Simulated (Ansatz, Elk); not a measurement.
# CaCu3: X-ray structure factors from the self-consistent density

The structure of CaCu3 used here is made up (a known structure type with other elements) and was relaxed beforehand with PBEsol. The aim is the Fourier transform of its all-electron density, F(hkl), set beside the sum over free spherical atoms that refinements use.

Method: DFT, PBE, all-electron APW+lo, Dirac cores, scalar-relativistic bands, static density, no spin, in Elk 11.2.3 (patched build).

The structure was built from a prototype and need not be the compound's stable phase.

## Step 1: The structure

Symmetry: Pm-3m, No. 221, cubic system. Conventional cell: a = 3.975 Å, b = 3.975 Å, c = 3.975 Å, α = 90.00°, β = 90.00°, γ = 90.00°. Cu has 4 Ca at 2.81 Å and 8 Cu at 2.81 Å nearest. Ca has 12 Cu at 2.81 Å nearest. Farther neighbours are not listed.

Structure file:

```cif
data_structure
_symmetry_space_group_name_H-M 'Pm-3m'
_symmetry_Int_Tables_number 221
_cell_length_a 3.9754
_cell_length_b 3.9754
_cell_length_c 3.9754
_cell_angle_alpha 90.000
_cell_angle_beta 90.000
_cell_angle_gamma 90.000
_cell_volume 62.83
loop_
_atom_site_label
_atom_site_type_symbol
_atom_site_symmetry_multiplicity
_atom_site_Wyckoff_symbol
_atom_site_fract_x
_atom_site_fract_y
_atom_site_fract_z
_atom_site_occupancy
Cu1 Cu 3 c 0.50000 0.50000 0.00000 1
Ca1 Ca 1 a 0.00000 0.00000 0.00000 1
```

## Step 2: Ground state and structure factors

An all-electron density is needed, since X-rays see the cores too. Task 0 finds the density and task 195 Fourier-transforms it; tshift is off so that phases refer to the origin typed.

File elk.in:

```
tasks
  0
  195

xctype
  20

spinpol
  .false.

rgkmax
  7.0

gmaxvr
  14.0

lmaxo
  7

lmaxapw
  8

swidth
  0.002

tshift
  .false.

hmaxvr
  5.5

maxscl
  120

epspot
  1e-06

sppath
  './'

avec
  7.51236808866 0.00000000000 0.00000000000
  0.00000000000 7.51236808866 -0.00000000000
  0.00000000000 -0.00000000000 7.51236808866

atoms
  2
  'Cu.in'
  3
  0.5000000000 0.5000000000 -0.0000000000   0.000000 0.000000 0.000000
  0.5000000000 -0.0000000000 0.5000000000   0.000000 0.000000 0.000000
  0.0000000000 0.5000000000 0.5000000000   0.000000 0.000000 0.000000
  'Ca.in'
  1
  -0.0000000000 0.0000000000 0.0000000000   0.000000 0.000000 0.000000

ngridk
  6 6 6
```

The run is started by

```console
> OMP_NUM_THREADS=4 elk
```

Numbers of over 12 decimals in the logs are rounded to 6 here.

Output:

```text
┌─────────────────────────┐
│ Elk code version 11.2.3 │
└─────────────────────────┘

All units are atomic (Hartree, Bohr, etc.)

┌─────────────────────────────────────────────────┐
│ Ground-state run starting from atomic densities │
└─────────────────────────────────────────────────┘

Lattice vectors :
   7.512368089       0.000000000       0.000000000
   0.000000000       7.512368089      -0.000000000
   0.000000000      -0.000000000       7.512368089

Reciprocal lattice vectors :
  0.8363787867      -0.000000000      -0.000000000
  -0.000000000      0.8363787867       0.000000000
  -0.000000000       0.000000000      0.8363787867

Unit cell volume      :    423.9655587
Brillouin zone volume :   0.5850716134

Muffin-tin inner radius fraction :   0.1000000000E-01

Nuclei treated as point charges

Species : 1 (Cu)
 parameters loaded from : Cu.in
 name : copper
 nuclear charge    :   -29.00000000
 electronic charge :    29.00000000
 atomic mass :    115837.2717
 muffin-tin radius :    2.400000000
 number of radial points in muffin-tin :    993
 inner part over the whole radius :   0.9893084826E-02
 number on inner part of muffin-tin    :    701
 approximate nuclear radius :   0.7406004541E-04
 number of mesh points to nuclear radius :    336
 atomic positions (lattice), magnetic fields (Cartesian) :
  1 :   0.50000000  0.50000000  0.00000000    0.00000000  0.00000000  0.00000000
  2 :   0.50000000  0.00000000  0.50000000    0.00000000  0.00000000  0.00000000
  3 :   0.00000000  0.50000000  0.50000000    0.00000000  0.00000000  0.00000000

Species : 2 (Ca)
 parameters loaded from : Ca.in
 name : calcium
 nuclear charge    :   -20.00000000
 electronic charge :    20.00000000
 atomic mass :    73057.72475
 muffin-tin radius :    2.400000000
 number of radial points in muffin-tin :    993
 inner part over the whole radius :   0.9970789793E-02
 number on inner part of muffin-tin    :    698
 approximate nuclear radius :   0.6614485811E-04
 number of mesh points to nuclear radius :    321
 atomic positions (lattice), magnetic fields (Cartesian) :
  1 :   0.00000000  0.00000000  0.00000000    0.00000000  0.00000000  0.00000000

Total number of atoms per unit cell :    4
Total muffin-tin volume :    231.6233432
 ratio of muffin-tin to unit cell volume :   0.5463258475

Spin treatment :
 spin-unpolarised

Number of Bravais lattice symmetries :   48
Number of crystal symmetries         :   48
Crystal has inversion symmetry
Real symmetric eigensolver will be used

k-point grid :      6     6     6
k-point offset :    0.000000000       0.000000000       0.000000000
k-point set is reduced with full crystal symmetry group
Total number of k-points :       20

Muffin-tin radius times maximum |G+k| :    7.000000000
 using average radius
Maximum |G+k| for APW functions       :    2.916666667
Maximum (1/2)|G+k|²                   :    4.253472222
Maximum |G| for potential and density :    14.00000000
Constant for pseudocharge density :    8
 order of it for each species :   15  15
 order of it for pair densities of each species (exact exchange by exxq0 0: 16) :   10  10
Radial integration step length :    1

G-vector grid sizes :     35    35    35
Number of G-vectors :    19597

Maximum angular momentum used for
 APW functions            :    8
 outer part of muffin-tin :    7
 inner part of muffin-tin :    2

Total nuclear charge    :   -107.0000000
Total core charge       :    46.00000000
Total valence charge    :    61.00000000
Total excess charge     :    0.000000000
Total electronic charge :    107.0000000

Effective Wigner radius, rₛ :   0.9816410927

Number of empty states         :     16
Total number of valence states :     47
Total number of core states    :     46

Third-order local-orbitals added for an l without core states : T
Total number of local-orbitals :     74

Exchange-correlation functional :     20     0     0
 Perdew-Burke-Ernzerhof, Phys. Rev. Lett. 77, 3865 (1996)
 gradient requirement :    1
[...]
exchange                    :     -230.75997760297
 correlation                 :     -4.986466
 electron entropic           :    -0.16261071285151E-02
 total energy                :     -5644.0434417895

Density of states at Fermi energy :    130.6775393
 (states/Hartree/unit cell)

Estimated indirect band gap :   0.1564045638E-02
 from k-point 9 to k-point 15
Estimated direct band gap   :   0.8233642868E-02
 at k-point 9

Charges :
 core                        :    46.00000000
 valence                     :    61.00000000
 interstitial                :    5.588718083
 muffin-tins (core leakage)
  species : 1 (Cu)
   atom 1                    :    27.42348127     (  0.1738921267E-03)
   atom 2                    :    27.42348127     (  0.1738921267E-03)
[...]
species : 2 (Ca)
[...]
total in muffin-tins        :    101.4112819
 total calculated charge     :    106.9989802
 total charge                :    107.0000000
 error                       :   0.1019845683E-02

RMS change in Kohn-Sham potential (target) :   0.7755939615     (  0.1000000000E-05)
Absolute change in total energy (target)   :   0.1148310714     (  0.1000000000E-03)

[... loops 3 to 16 left out ...]

┌──────────────────┐
│ Loop number : 17 │
└──────────────────┘

Energies :
 Fermi                       :     0.214523
 sum of occupied eigenvalues :     -3241.5246021959
 electron kinetic            :      5735.9145470352
 core electron kinetic       :      5137.1049264859
 Coulomb                     :     -11142.259327761
 Coulomb potential           :     -8666.8866048117
 nuclear-nuclear             :     -882.54455532865
 electron-nuclear            :     -11880.907883885
 Hartree                     :      1621.1931114530
 Madelung                    :     -6808.8160253551
 xc potential                :     -310.55254441943
 exchange                    :     -234.10262354593
 correlation                 :     -5.000906
 electron entropic           :    -0.49294365860035E-03
 total energy                :     -5645.4488028753

Density of states at Fermi energy :    36.97467070
 (states/Hartree/unit cell)

Estimated indirect band gap :   0.1740957829E-02
 from k-point 5 to k-point 5
Estimated direct band gap   :   0.1740957829E-02
 at k-point 5

Charges :
 core                        :    46.00000000
 valence                     :    61.00000000
 interstitial                :    4.239049091
 muffin-tins (core leakage)
  species : 1 (Cu)
[...]
species : 2 (Ca)
[...]
total in muffin-tins        :    102.7609509
 total calculated charge     :    106.9991247
 total charge                :    107.0000000
 error                       :   0.8753089413E-03

RMS change in Kohn-Sham potential (target) :   0.1883286146E-06 (  0.1000000000E-05)
Absolute change in total energy (target)   :   0.8809583778E-04 (  0.1000000000E-03)

Convergence targets achieved

┌──────────────────┐
│ Loop number : 18 │
└──────────────────┘

Energies :
 Fermi                       :     0.214523
 sum of occupied eigenvalues :     -3241.5245994338
 electron kinetic            :      5735.9145425344
 core electron kinetic       :      5137.1049277419
 Coulomb                     :     -11142.259320692
 Coulomb potential           :     -8666.8866072709
 nuclear-nuclear             :     -882.54455532865
 electron-nuclear            :     -11880.907867237
 Hartree                     :      1621.1931018738
 Madelung                    :     -6808.8160170569
 xc potential                :     -310.55253469728
 exchange                    :     -234.10262299731
 correlation                 :     -5.000906
 electron entropic           :    -0.49294379839679E-03
 total energy                :     -5645.4487997616

Density of states at Fermi energy :    36.97467875
 (states/Hartree/unit cell)

Estimated indirect band gap :   0.1740960280E-02
 from k-point 5 to k-point 5
Estimated direct band gap   :   0.1740960280E-02
 at k-point 5

Charges :
 core                        :    46.00000000
 valence                     :    61.00000000
 interstitial                :    4.239049346
 muffin-tins (core leakage)
  species : 1 (Cu)
[...]
atom 2                    :    28.13279572     (  0.1563907694E-03)
   atom 3                    :    28.13279572     (  0.1563907694E-03)
  species : 2 (Ca)
   atom 1                    :    18.36256350     ( -0.1984017164E-06)
 total in muffin-tins        :    102.7609507
 total calculated charge     :    106.9991247
 total charge                :    107.0000000
 error                       :   0.8753089398E-03

┌──────────────────────────────┐
│ Self-consistent loop stopped │
└──────────────────────────────┘

Warning : core states of species 1 leak from the muffin-tin :   0.1563907694E-03

Wrote STATE.OUT
```

It took 19 s on 4 threads of Arm Neoverse V1, shared host; peak memory 0.16 GiB; 50 s of CPU time.

SFACRHO.OUT:

```text

h k l indices transformed by vhmat matrix:
   1.000000000       0.000000000       0.000000000    
   0.000000000       1.000000000       0.000000000    
   0.000000000       0.000000000       1.000000000    

      h      k      l  multipl.   |H|            Re(F)            Im(F)           |F|

      0      0      0      1   0.0000000       107.00000     -0.21644034E-16   107.00000    
     -1      0      0      6  0.83637879      -9.4516910     -0.61299255E-14   9.4516910    
      1     -1      0     12   1.1828182      -9.1069867      0.63969156E-15   9.1069867    
     -1     -1     -1      8   1.4486506       81.466603      0.16494030E-13   81.466603    
      0      0     -2      6   1.6727576       76.862124      0.10464694E-13   76.862124    
     -1     -2      0     24   1.8701998      -8.0505622     -0.49893252E-14   8.0505622    
      1     -2      1     24   2.0487013      -7.7792504     -0.95288694E-14   7.7792504    
      0      2     -2     12   2.3656364       63.903708     -0.96158179E-15   63.903708    
      0     -3      0      6   2.5091364      -7.0496624     -0.12515981E-13   7.0496624    
     -1      2     -2     24   2.5091364      -7.0705780     -0.51086035E-14   7.0705780    
      3      1      0     24   2.6448620      -6.8224056      0.76642435E-17   6.8224056    
      1     -3      1     24   2.7739546       57.202290      0.38507026E-14   57.202290    
     -2      2      2      8   2.8973011       55.347121     -0.75558646E-14   55.347121    
     -3      2      0     24   3.0156066      -6.0933251     -0.17606710E-13   6.0933251    
     -3      1      2     48   3.1294429      -5.8623909      0.70806910E-14   5.8623909    
      0     -4      0      6   3.3455151       49.202841      0.13421774E-13   49.202841    
      2     -2     -3     24   3.4484781      -5.2135379     -0.14939147E-13   5.2135379    
      4     -1      0     24   3.4484781      -5.2146704     -0.32524001E-14   5.2146704
```

Elk indexes on the primitive cell of elk.in and gives |H| = 4π sin θ/λ in inverse bohr. Below, one row stands for each form hkl of the conventional cell (m members, Friedel mates merged), F is for one primitive cell and the density is static (no thermal factor). Free-atom factors are Waasmaier and Kirfel's, and R is Σm||F|−|F'||/Σm|F|.

| hkl | m | sin θ/λ (Å⁻¹) | abs F, DFT | neutral atoms | diff. |
| --- | --- | --- | --- | --- | --- |
| 100 | 6 | 0.126 | 9.452 | 9.752 | -0.300 |
| 110 | 12 | 0.178 | 9.107 | 9.431 | -0.324 |
| 111 | 8 | 0.218 | 81.467 | 82.463 | -0.996 |
| 200 | 6 | 0.252 | 76.862 | 77.841 | -0.978 |
| 210 | 24 | 0.281 | 8.051 | 8.388 | -0.338 |
| 211 | 24 | 0.308 | 7.779 | 8.070 | -0.291 |
| 220 | 12 | 0.356 | 63.904 | 64.278 | -0.374 |
| 300 | 6 | 0.377 | 7.050 | 7.172 | -0.122 |
| 221 | 24 | 0.377 | 7.071 | 7.172 | -0.101 |
| 310 | 24 | 0.398 | 6.822 | 6.890 | -0.068 |
| 311 | 24 | 0.417 | 57.202 | 57.313 | -0.111 |
| 222 | 8 | 0.436 | 55.347 | 55.395 | -0.048 |
| 320 | 24 | 0.454 | 6.093 | 6.099 | -0.005 |
| 321 | 48 | 0.471 | 5.862 | 5.854 | +0.009 |
| 400 | 6 | 0.503 | 49.203 | 49.148 | +0.055 |
| 322 | 24 | 0.519 | 5.213 | 5.176 | +0.038 |
| 410 | 24 | 0.519 | 5.215 | 5.176 | +0.039 |
| 411 | 24 | 0.534 | 5.016 | 4.969 | +0.047 |
| 330 | 12 | 0.534 | 4.976 | 4.969 | +0.006 |
| 331 | 24 | 0.548 | 45.637 | 45.557 | +0.081 |
| 420 | 24 | 0.562 | 44.604 | 44.514 | +0.090 |
| 421 | 48 | 0.576 | 4.443 | 4.407 | +0.036 |

## Step 3: Outcome

```
R against neutral atoms, sin θ/λ < 0.3 Å⁻¹ : 1.88 %
R against neutral atoms, 0.3 to 0.82 Å⁻¹   : 0.66 %
```

What this shows: Independent neutral atoms miss the calculated amplitudes by R = 1.88 % below 0.3 Å⁻¹ and 0.66 % from there to 0.82 Å⁻¹; by shells, 3.17 % below 0.15 Å⁻¹ (1 form), 1.83 % 0.15 to 0.3 (4 forms), 0.61 % 0.3 to 0.45 (7 forms), 0.68 % above 0.45 (38 forms). Bonding, aspherical density and the tables' own atoms all enter these figures, and the runs don't part them. The largest change of an amplitude is -1.00 electrons, at 111. The basis has no finished test. The k-mesh has no finished test. These runs have no spin, though d or f shells may be open. Part of the difference isn't bonding: the tables are fits to free atoms and ions calculated by other methods than this functional. Thermal motion, anomalous dispersion and extinction are left out.

[Logs are printed without paths, hosts, clocks, repeated set-up lines and the standing remarks that a program may print on its own settings, such as how far it seeks lower states.]

[Hosts, paths, dates, database ids (printed as entryN), source tags and the programs' standing remarks are cut or masked in the printed files.]
